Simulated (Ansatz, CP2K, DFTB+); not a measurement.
## CP2K runs on generalised stacking fault on (111) (shuffle set) of a GaAs-GaSb solid solution (48 atoms)

How do the settings of CP2K change the result for generalised stacking fault on (111) (shuffle set) of a GaAs-GaSb solid solution (48 atoms)? A plane-wave run serves as the yardstick.

Calculated with CP2K 2026.2; the method is named at each step.

## (1) The starting structure

The cell holds 48 atoms: 24 Ga, 10 Sb and 14 As. Cell: a = 8.267 Å, b = 7.159 Å, c = 20.435 Å, α = 90.0°, β = 82.3°, γ = 90.0°. Zinc-blende GaAs lattice (a = 5.8453 Å, the value set for the mixture), cell with z along [111], 2 x 1 x 2 periods; the third cell vector is tilted by 0.667 of 1/2[1-10] and lengthened by 0 Å, so the cell holds one fault (shuffle set); displaced by a Gaussian of 0.01 Å; 10 of 24 As sites given to Sb at random (lattice constant by Vegard's rule between GaAs and GaSb). Then every atom was moved at random, 0.02 Å r.m.s. a Cartesian component. The structure's axis is c.

The yardstick, on the same geometry:

| Property | Result |
| --- | --- |
| method | Kohn-Sham DFT, PBE, PAW, plane waves (Ansatz 0.2.0); cutoff 420 eV, Γ point, fermi-dirac smearing of 0.05 eV; PAW set soft_2 |
| r.m.s. force component | 0.694 eV/Å |
| longest force | 2.167 eV/Å |
| pressure | 5.11 GPa |
| SCF cycles | 10 |
| time | 6.4 s on 4 threads of AMD EPYC 9R45, shared host |
| CPU time | 23 s |

## (2) PBE, DZVP-UZH, 800/60 Ry, diagonalisation

Method: Kohn-Sham DFT, PBE, GTH-PBE pseudopotentials, Gaussian and plane waves, DZVP-MOLOPT (UZH set), diagonalisation.

File input.inp:

```
&GLOBAL
  PROJECT cell
  RUN_TYPE ENERGY_FORCE
  PRINT_LEVEL LOW
&END GLOBAL
&FORCE_EVAL
  METHOD QS
  STRESS_TENSOR ANALYTICAL
  &DFT
    BASIS_SET_FILE_NAME BASIS_MOLOPT_UZH
    POTENTIAL_FILE_NAME POTENTIAL_UZH
    &MGRID
      CUTOFF 800
      REL_CUTOFF 60
      NGRIDS 5
    &END MGRID
    &QS
      EPS_DEFAULT 1.0E-12
    &END QS
    &SCF
      SCF_GUESS ATOMIC
      EPS_SCF 1.0E-06
      MAX_SCF 200
      ADDED_MOS 33
      &DIAGONALIZATION
        ALGORITHM STANDARD
      &END DIAGONALIZATION
      &SMEAR ON
        METHOD FERMI_DIRAC
        ELECTRONIC_TEMPERATURE [K] 580
      &END SMEAR
      &MIXING
        METHOD BROYDEN_MIXING
        ALPHA 0.15
        NBROYDEN 8
      &END MIXING
      &PRINT
        &RESTART OFF
        &END RESTART
      &END PRINT
    &END SCF
    &XC
      &XC_FUNCTIONAL PBE
      &END XC_FUNCTIONAL
    &END XC
    &PRINT
      &MULLIKEN ON
      &END MULLIKEN
      &HIRSHFELD ON
        SHAPE_FUNCTION DENSITY
      &END HIRSHFELD
      &MO ON
        EIGENVALUES T
        OCCUPATION_NUMBERS T
        MO_INDEX_RANGE 205 228
        &EACH
          QS_SCF 0
        &END EACH
        ADD_LAST NUMERIC
      &END MO
    &END PRINT
  &END DFT
  &SUBSYS
    &CELL
      A 8.26650 0.00000 0.00000
      B 0.00000 7.15900 0.00000
      C 2.75547 0.00000 20.24871
    &END CELL
    &COORD
      Ga 6.23126 3.53468 18.98620
      Sb 6.18486 3.57614 1.30746
      Ga 6.20252 5.93481 2.13340
      As 6.21144 5.99974 4.64829
      Ga 10.31320 3.58759 18.98094
      As 2.07993 3.57005 1.24347
      Ga 2.08988 5.96760 2.08683
      As 2.06185 6.00518 4.64850
      Ga 4.12198 0.02284 18.98134
      As 4.11961 0.00365 1.27567
      Ga 4.16910 2.39970 2.13442
      As 4.15143 2.38767 4.66713
      Ga 4.08406 4.76825 5.50360
      As 4.11651 4.77119 7.98670
      Ga 6.19447 1.17536 5.47302
      Sb 6.18465 1.19276 8.01727
      Ga 6.15949 3.60277 8.88696
      Sb 6.22108 3.54063 11.41400
      Ga 6.24224 5.98636 12.24500
      Sb 6.21415 5.97569 14.75038
      Ga 8.28692 7.14175 19.00645
      Sb 8.24793 0.03307 1.26251
      Ga 8.25641 2.38967 2.09088
      As 8.25586 2.39053 4.65093
      Ga 8.27897 4.80526 5.46533
      Sb 8.31245 4.74685 8.03975
      Ga 2.03719 1.17128 5.48781
      As 2.10483 1.22047 8.02112
      Ga 2.05650 3.56189 8.86691
      As 2.05027 3.56676 11.43141
      Ga 2.06614 5.98822 12.20714
      As 2.06071 5.94555 14.74349
      Ga 4.11494 7.11912 8.81771
      As 4.14271 0.01303 11.41278
      Ga 4.14354 2.40435 12.24682
      As 4.13521 2.37056 14.74491
      Ga 4.11071 4.77298 15.61277
      Sb 4.16163 4.77999 18.11733
      Ga 6.22245 1.19849 15.59009
      Sb 6.15909 1.21882 18.16127
      Ga 8.27029 0.01403 8.81426
      Sb 8.24885 0.02950 11.43526
      Ga 8.27668 2.41602 12.20653
      As 8.25281 2.40478 14.74714
      Ga 8.28395 4.78250 15.64051
      As 8.28791 4.75794 18.09951
      Ga 10.32018 1.22648 15.59758
      Sb 10.36388 1.15947 18.11409
    &END COORD
    &KIND Ga
      BASIS_SET DZVP-MOLOPT-PBE-GTH-q13
      POTENTIAL GTH-PBE-q13
    &END KIND
    &KIND Sb
      BASIS_SET DZVP-MOLOPT-PBE-GTH-q5
      POTENTIAL GTH-PBE-q5
    &END KIND
    &KIND As
      BASIS_SET DZVP-MOLOPT-PBE-GTH-q5
      POTENTIAL GTH-PBE-q5
    &END KIND
  &END SUBSYS
  &PRINT
    &FORCES ON
    &END FORCES
    &STRESS_TENSOR ON
    &END STRESS_TENSOR
  &END PRINT
&END FORCE_EVAL
```

Run with:

```bash
OMP_NUM_THREADS=2 cp2k.psmp -i input.inp > output.txt
```

Numbers of over 12 decimals in the logs are rounded to 6 here.

The log of the run:

```text
CP2K| version string:                                       CP2K version 2026.2
 CP2K| Input file name                                                 input.inp
 GLOBAL| Basis set file name                                    BASIS_MOLOPT_UZH
 GLOBAL| Potential file name                                       POTENTIAL_UZH
 GLOBAL| Run type                                                   ENERGY_FORCE
 GLOBAL| Total number of message passing processes                             1
 GLOBAL| Number of threads for this process                                    2
 TOTAL NUMBERS AND MAXIMUM NUMBERS
  Total number of            - Atomic kinds:                                   3
                             - Atoms:                                         48
                             - Shell sets:                                    48
                             - Shells:                                       288
                             - Primitive Cartesian functions:                240
                             - Cartesian basis functions:                   1056
                             - Spherical basis functions:                    912
  Maximum angular momentum of- Orbital basis functions:                        3
                             - Local part of the GTH pseudopotential:          0
                             - Non-local part of the GTH pseudopotential:      4
 SCF PARAMETERS         Density guess:                                    ATOMIC
                        max_scf:                                             200
                        eps_scf:                                        1.00E-06
                        added MOs                                        33    0
                        Mixing method:                            BROYDEN_MIXING
                                                charge density mixing in g-space
                        Smear method:                                FERMI_DIRAC
                        Electronic temperature [K]:                        580.0
                        Electronic temperature [a.u.]:                  1.84E-03
                        Accuracy threshold:                             1.00E-10
 Extrapolation method: initial_guess
 Number of electrons:                                                        432
 Number of occupied orbitals:                                                216
 Number of molecular orbitals:                                               249
 Number of orbital functions:                                                912
 Number of independent orbital functions:                                    912
 SCF WAVEFUNCTION OPTIMIZATION
  Step     Update method      Time    Convergence         Total energy    Change
     1 NoMix/Diag. 0.15E+00    6.6     1.06263083     -1936.8342452146 -1.94E+03
     2 Broy./Diag. 0.15E+00   10.5     0.08564033     -1933.9419125254  2.89E+00
     3 Broy./Diag. 0.15E+00   10.7     0.25590605     -1933.4733231358  4.69E-01
     4 Broy./Diag. 0.15E+00   10.7     0.05910860     -1933.3068231011  1.67E-01
[...]
17 Broy./Diag. 0.15E+00   11.5     0.00000468     -1933.7349320052 -2.16E-05
    18 Broy./Diag. 0.15E+00   11.4     0.00000073     -1933.7349564251 -2.44E-05
  *** SCF run converged in    18 steps ***
  Electronic density on regular grids:       -431.9999999924        0.0000000076
  Core density on regular grids:              431.9999999994       -0.0000000006
  Total charge density on r-space grids:        0.0000000070
  Total charge density g-space grids:           0.0000000070
  Overlap energy of the core charge distribution:               2.86502e-07
  Self energy of the core charge distribution:              -2644.245142
  Core Hamiltonian energy:                                    771.199603
  Hartree energy:                                             220.807609
  Exchange-correlation energy:                               -281.491184
  Electronic entropic energy:                                  -0.00584297
  Fermi energy:                                                 0.161089
  Total energy:                                             -1933.734956
  Total energy (extrapolated to T->0):                      -1933.732035
 MO| EIGENVALUES AND OCCUPATION NUMBERS
 MO|
 MO|  Index      Eigenvalue [a.u.]        Eigenvalue [eV]             Occupation
 MO|    205               0.120639               3.282744               2.000000
 MO|    206               0.121374               3.302760               2.000000
 MO|    207               0.124357               3.383936               2.000000
[...]
MO|    227               0.203809               5.545938               0.000000
 MO|    228               0.213573               5.811614               0.000000
 MO| Sum:                                                             432.000000
 MO| E(Fermi):            0.161089 a.u.          4.383468 eV
 !-----------------------------------------------------------------------------!
                     Mulliken Population Analysis
 #  Atom  Element  Kind  Atomic population                           Net charge
       1     Ga       1         13.058387                             -0.058387
       2     Sb       2          4.731057                              0.268943
       3     Ga       1         13.080912                             -0.080912
[...]
47     Ga       1         12.942835                              0.057165
      48     Sb       2          4.673818                              0.326182
 # Total charge                            432.000000                  0.000000
 !-----------------------------------------------------------------------------!
 !-----------------------------------------------------------------------------!
                           Hirshfeld Charges
  #Atom  Element  Kind  Ref Charge     Population                    Net charge
      1       Ga     1      13.000         12.878                         0.122
      2       Sb     2       5.000          5.058                        -0.058
      3       Ga     1      13.000         12.902                         0.098
[...]
47       Ga     1      13.000         12.883                         0.117
     48       Sb     2       5.000          5.039                        -0.039
  Total Charge                                                           -0.000
 !-----------------------------------------------------------------------------!
 ENERGY| Total FORCE_EVAL ( QS ) energy [hartree]          -1933.734964
 FORCES| Atomic forces [hartree/bohr]
 FORCES|   Atom     x               y               z               |f|
 FORCES|      1  3.45791210E-03  2.24016750E-02  2.19335032E-02   3.15415720E-02
 FORCES|      2  2.07041158E-02  9.06320431E-03 -3.05526007E-02   3.80034668E-02
 FORCES|      3 -2.19361665E-02  1.20229027E-02  1.97114908E-02   3.18478957E-02
[...]
FORCES|     47 -1.94647686E-03 -9.01603915E-03 -2.86828598E-02   3.01294570E-02
 FORCES|     48 -1.51532682E-02  1.56483780E-02  1.40796282E-03   2.18283217E-02
 FORCES| Sum     5.10103618E-04 -4.54488136E-04  1.86215992E-03
 FORCES| Total atomic force                                       1.98353340E-03
 STRESS| Analytical stress tensor [bar]
 STRESS|                        x                   y                   z
 STRESS|      x        1.21817396077E+05  -1.43520424951E+03   1.53793096560E+04
 STRESS|      y       -1.43520424951E+03   2.46987583999E+04  -4.41319353625E+03
 STRESS|      z        1.53793096560E+04  -4.41319353625E+03   3.16060227499E+04
 STRESS| 1/3 Trace                                             5.93740590755E+04
```

Wall time 4.1 min (2 threads of AMD EPYC 9R45, shared host); peak memory 4.5 GiB; 7.4 min of CPU time.

Banners, paths, timers and routine set-up lines are dropped from the logs unmarked, and long logs keep their key lines alone; longer cuts are marked.

Against the reference:

```yaml
r_m_s_force_component: 0.7135 eV/Å
r_m_s_difference_of_force_components: 29.52 meV/Å
longest_difference_of_force_vectors: 109.7 meV/Å
force_difference_over_r_m_s_force: 4.254 %
slope_of_forces_against_the_reference_s: 1.028
correlation_of_force_components: 0.9995
pressure: 5.937 GPa
pressure_difference: 0.8275 GPa
```

Length of the force difference by element (eV/Å):

```tsv
element	atoms	mean	most
As	14	0.017	0.035
Ga	24	0.062	0.11
Sb	10	0.029	0.045
```

Local excerpt of 9 atoms (numbers count through the whole input) about Ga13, whose charge lies farthest from its element's mean; x, y, z are measured from there.

```tsv
atom	x	y	z	distance (Å)	bonds	Hirshfeld charge (e)	Fx	Fy	Fz (eV/Å)
Ga13	0.00	0.00	0.00	0.00	4	0.14	0.28	-0.19	-0.15
As14	0.03	0.00	2.48	2.48	4	-0.16	-0.14	0.10	0.17
As8	-2.02	1.24	-0.86	2.52	4	-0.14	0.19	0.01	-0.36
As12	0.07	-2.38	-0.84	2.52	4	-0.15	-0.25	0.24	-0.23
As4	2.13	1.23	-0.86	2.60	4	-0.15	-0.21	0.01	-0.15
Ga33	0.03	2.35	3.31	4.06	4	0.13	-0.81	-0.73	0.94
Ga25	-4.07	0.04	-0.04	4.07	4	0.12	-0.12	-0.40	-0.87
Ga27	-2.05	3.56	-0.02	4.11	4	0.14	0.15	0.10	0.15
Ga29	-2.03	-1.21	3.36	4.11	4	0.12	1.56	-0.95	0.92
```

Forces lie 4.3 % from the reference's, at 19 times its CPU time (on 2 against 4 cores).

## (3) PBE, DZVP-UZH, 400/60 Ry, diagonalisation

Method: Kohn-Sham DFT, PBE, GTH-PBE pseudopotentials, Gaussian and plane waves, DZVP-MOLOPT (UZH set), diagonalisation.

Changes to input.inp since step 2:

```diff
@@ -12,5 +12,4 @@
     &MGRID
-      CUTOFF 800
+      CUTOFF 400
       REL_CUTOFF 60
-      NGRIDS 5
     &END MGRID
@@ -69,3 +68,28 @@
     &COORD
-[... 48 atom lines left out: the same atoms as in the first run ...]
+      SCALED
+      Ga 0.44125 0.49374 0.93765
+      Sb 0.72666 0.49953 0.06457
+      Ga 0.71520 0.82900 0.10536
+      As 0.67488 0.83807 0.22956
+      Ga 0.93513 0.50113 0.93739
+      As 0.23114 0.49868 0.06141
+      Ga 0.21846 0.83358 0.10306
+      As 0.17290 0.83883 0.22957
+      Ga 0.18617 0.00319 0.93741
+      As 0.47735 0.00051 0.06300
+      Ga 0.46920 0.33520 0.10541
+      As 0.42537 0.33352 0.23049
+      Ga 0.40345 0.66605 0.27180
+      As 0.36650 0.66646 0.39443
+      Ga 0.65925 0.16418 0.27029
+      Sb 0.61618 0.16661 0.39594
+      Ga 0.59882 0.50325 0.43889
+      Sb 0.56467 0.49457 0.56369
+      Ga 0.55355 0.83620 0.60473
+      Sb 0.50891 0.83471 0.72846
+[... 24 atom lines left out ...]
+      Ga 0.74464 0.66804 0.77242
+      As 0.70464 0.66461 0.89386
+      Ga 0.99167 0.17132 0.77030
+      Sb 0.95553 0.16196 0.89458
     &END COORD
```

The log of the run:

```text
CP2K| version string:                                       CP2K version 2026.2
 CP2K| Input file name                                                 input.inp
 GLOBAL| Basis set file name                                    BASIS_MOLOPT_UZH
 GLOBAL| Potential file name                                       POTENTIAL_UZH
 GLOBAL| Run type                                                   ENERGY_FORCE
 GLOBAL| Total number of message passing processes                             1
 GLOBAL| Number of threads for this process                                    2
 TOTAL NUMBERS AND MAXIMUM NUMBERS
  Total number of            - Atomic kinds:                                   3
                             - Atoms:                                         48
[... lines left out ...]
                        Smear method:                                FERMI_DIRAC
[... lines left out ...]
 Number of electrons:                                                        432
[... lines left out ...]
  Step     Update method      Time    Convergence         Total energy    Change
[... lines left out ...]
  *** SCF run converged in    18 steps ***
[... lines left out ...]
  Fermi energy:                                                 0.161094
  Total energy:                                             -1933.767103
  Total energy (extrapolated to T->0):                      -1933.764172
[... lines left out ...]
 MO| E(Fermi):            0.161094 a.u.          4.383594 eV
[... lines left out ...]
 !-----------------------------------------------------------------------------!
 !-----------------------------------------------------------------------------!
                           Hirshfeld Charges
  #Atom  Element  Kind  Ref Charge     Population                    Net charge
      1       Ga     1      13.000         12.878                         0.122
      2       Sb     2       5.000          5.058                        -0.058
      3       Ga     1      13.000         12.902                         0.098
[...]
47       Ga     1      13.000         12.884                         0.116
     48       Sb     2       5.000          5.039                        -0.039
  Total Charge                                                           -0.000
 !-----------------------------------------------------------------------------!
 ENERGY| Total FORCE_EVAL ( QS ) energy [hartree]          -1933.767113
 FORCES| Atomic forces [hartree/bohr]
 FORCES|   Atom     x               y               z               |f|
 FORCES|      1 -3.49746348E-03  2.49089187E-02  2.28264299E-02   3.39666363E-02
 FORCES|      2  2.06071391E-02  9.34440846E-03 -3.07059667E-02   3.81422147E-02
 FORCES|      3 -4.11280314E-02  1.69945149E-02  2.27553960E-02   4.99813620E-02
[...]
FORCES|     47 -1.72276852E-02 -8.95214477E-03 -3.04708498E-02   3.61304127E-02
 FORCES|     48 -1.52296155E-02  1.57360770E-02  1.08951195E-03   2.19260654E-02
 FORCES| Sum    -4.52647984E-02 -3.51442726E-02 -7.48051693E-02
 FORCES| Total atomic force                                       9.42328776E-02
 STRESS| Analytical stress tensor [bar]
 STRESS|                        x                   y                   z
 STRESS|      x        1.30211816615E+05  -1.44274206082E+03   1.63869317290E+04
 STRESS|      y       -1.44274206082E+03   2.91541426916E+04  -4.67785578050E+03
 STRESS|      z        1.63869317290E+04  -4.67785578050E+03   3.94265681839E+04
 STRESS| 1/3 Trace                                             6.62641758302E+04
```

Wall time 3.6 min (2 threads); peak memory 1.9 GiB; 6.9 min of CPU time.

Numbers from this run, and their distance from the reference:

```
r.m.s. force component                          : 0.8208 eV/Å
r.m.s. difference of force components           : 372.2 meV/Å
longest difference of force vectors             : 1504 meV/Å
force difference over r.m.s. force              : 53.63 %
slope of forces against the reference's         : 1.056
correlation of force components                 : 0.8946
pressure                                        : 6.626 GPa
pressure difference                             : 1.516 GPa
energy less the same-level run's                : -18.23 meV/atom
r.m.s. force difference from the same-level run : 374.8 meV/Å
```

This is a coarse setting, run to see what it loses.

Against the first run (4.3 %), the force difference from the reference is 54 %, at 0.93 times the CPU time: the grid matters here.

The difference per atom is largest on Ga (0.85 eV/Å on average, against 0.032 on Sb). The forces add up to 4.8 eV/Å instead of zero, usually a sign of too coarse a grid.

(Part 1 of 2 ends here.)

[Also dropped from logs without a mark: logging warnings of Python, and SIESTA's first energy breakdown and zero terms.]

[Logs are printed without paths, hosts, clocks, repeated set-up lines and the standing remarks that a program may print on its own settings, such as how far it seeks lower states.]

[Hosts, paths, dates, database ids (printed as entryN), source tags and the programs' standing remarks are cut or masked in the printed files.]
